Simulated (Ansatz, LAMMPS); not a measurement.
**A faulty run on liquid 68SiO2-16Al2O3-8K2O-8MgO (mol %) at 2500 K (81 atoms)**

Program: Ansatz 0.2.0. The cell: 17 Si, 8 Al, 4 K, 2 Mg and 50 O.

input.yaml

```yaml
crystal:
  lattice:
    - [10.4587, 0.0, 0.0]
    - [0.0, 10.4587, 0.0]
    - [0.0, 0.0, 10.4587]
  atoms:
    - { symbol: Si, position: [0.53615, 0.21093, 0.90943] }
    - { symbol: Si, position: [0.14998, 0.69054, 0.41949] }
    - { symbol: Si, position: [0.58086, 0.90827, 0.97442] }
    - { symbol: Si, position: [0.44661, 0.6721, 0.51467] }
    - { symbol: Si, position: [0.84232, 0.86239, 0.58412] }
    - { symbol: Si, position: [0.83365, 0.20145, 0.88569] }
    - { symbol: Si, position: [0.43848, 0.72261, 0.7871] }
    - { symbol: Si, position: [0.70525, 0.51544, 0.14474] }
    - { symbol: Si, position: [0.68344, 0.75084, 0.37199] }
    - { symbol: Si, position: [0.05065, 0.34586, 0.10469] }
    - { symbol: Si, position: [0.3958, 0.38065, 0.41902] }
    - { symbol: Si, position: [0.26058, 0.00037, 0.77962] }
    - { symbol: Si, position: [0.0599, 0.83805, 0.12121] }
    - { symbol: Si, position: [0.21966, 0.09116, 0.09168] }
    - { symbol: Si, position: [0.73262, 0.97139, 0.19181] }
    - { symbol: Si, position: [0.43808, 0.48486, 0.13768] }
    - { symbol: Si, position: [0.60078, 0.31295, 0.64032] }
    - { symbol: Al, position: [0.82439, 0.16259, 0.57253] }
    [... 57 atom lines left out ...]
    - { symbol: O, position: [0.32013, 0.87324, 0.77335] }
    - { symbol: O, position: [0.08302, 0.92421, 0.77368] }
    - { symbol: O, position: [0.66971, 0.16933, 0.5793] }
    - { symbol: O, position: [0.40698, 0.64183, 0.19174] }
    - { symbol: O, position: [0.94153, 0.28232, 0.97264] }
    - { symbol: O, position: [0.05788, 0.31355, 0.57684] }
kpoints:
  mp_grid: { grid: [1, 1, 1] }
hamiltonian:
  xc: pbe
scf:
  occupations: { method: gaussian, width: 0.025 }
  eigensolver: { kind: { support_functions: { accuracy: medium, radius: 3.15 } } }
  max_iter: 150
output:
  forces: true
  eigenvalues: true
```

The run is started by

```console
> ansatz run input.yaml --threads 4 --pin off --max-ram 8192MiB --backend cpu --events-out ev --progress --plain --runs-dir out
```

Output:

```text
Warning: scf.eigensolver.kind.support_functions: disabling space-group detection — the functions' gradient is summed over unrotated k-points, so no spatial operation reduces the k-mesh or symmetrises the density; time reversal is kept, so that k and −k are solved as one point where they differ and the mesh holds both, and exact exchange and, on two spinor components, a DFT+U term hold to it where the run has them: [...]
Warning: basis.ecutwfc = 464 eV, auto-derived: no grid that the accuracy of the support functions lays serves the files at the lower one that their records recommend; a deck with other species or settings can derive another value
settings of this run that can trade accuracy for cost: scf.eigensolver.kind.support_functions [...]
Engine: ansatz 0.2.0, aarch64-unknown-linux-gnu
Pseudopotentials: kind: paw
Pseudopotential: Si, paw, valence charge 4, recommended cutoff 420 eV (normal), Si.paw.azcp
Pseudopotential: Al, paw, valence charge 3, recommended cutoff 420 eV (normal), Al.paw.azcp
Pseudopotential: K, paw, valence charge 9, recommended cutoff 420 eV (normal), K.paw.azcp
Pseudopotential: Mg, paw, valence charge 10, recommended cutoff 420 eV (normal), Mg.paw.azcp
Pseudopotential: O, paw, valence charge 6, recommended cutoff 420 eV (normal), O.paw.azcp
[... 5 lines on functional and potentials left out ...]
Error: SCF: the radius of support functions is under 3.52 Å, the least for these sites at the functions' level (scf.eigensolver.kind.support_functions.accuracy). Use scf.eigensolver.kind: auto, or type scf.eigensolver.kind.support_functions.radius at least as long, [...]
```

Elapsed: 6.5 s, on 4 threads of Arm Neoverse V2, shared host; peak memory 0.31 GiB; 20 s of CPU time.

**Question.** What is wrong with this input, and how is it mended?

A radius under the least that the level allows: support_functions.radius = 3.15.

The fix is to use a longer radius.

The run ended with an error.

[Logs are printed without paths, hosts, clocks, repeated set-up lines and the standing remarks that a program may print on its own settings, such as how far it seeks lower states.]

[Hosts, paths, dates, database ids (printed as entryN), source tags and the programs' standing remarks are cut or masked in the printed files.]
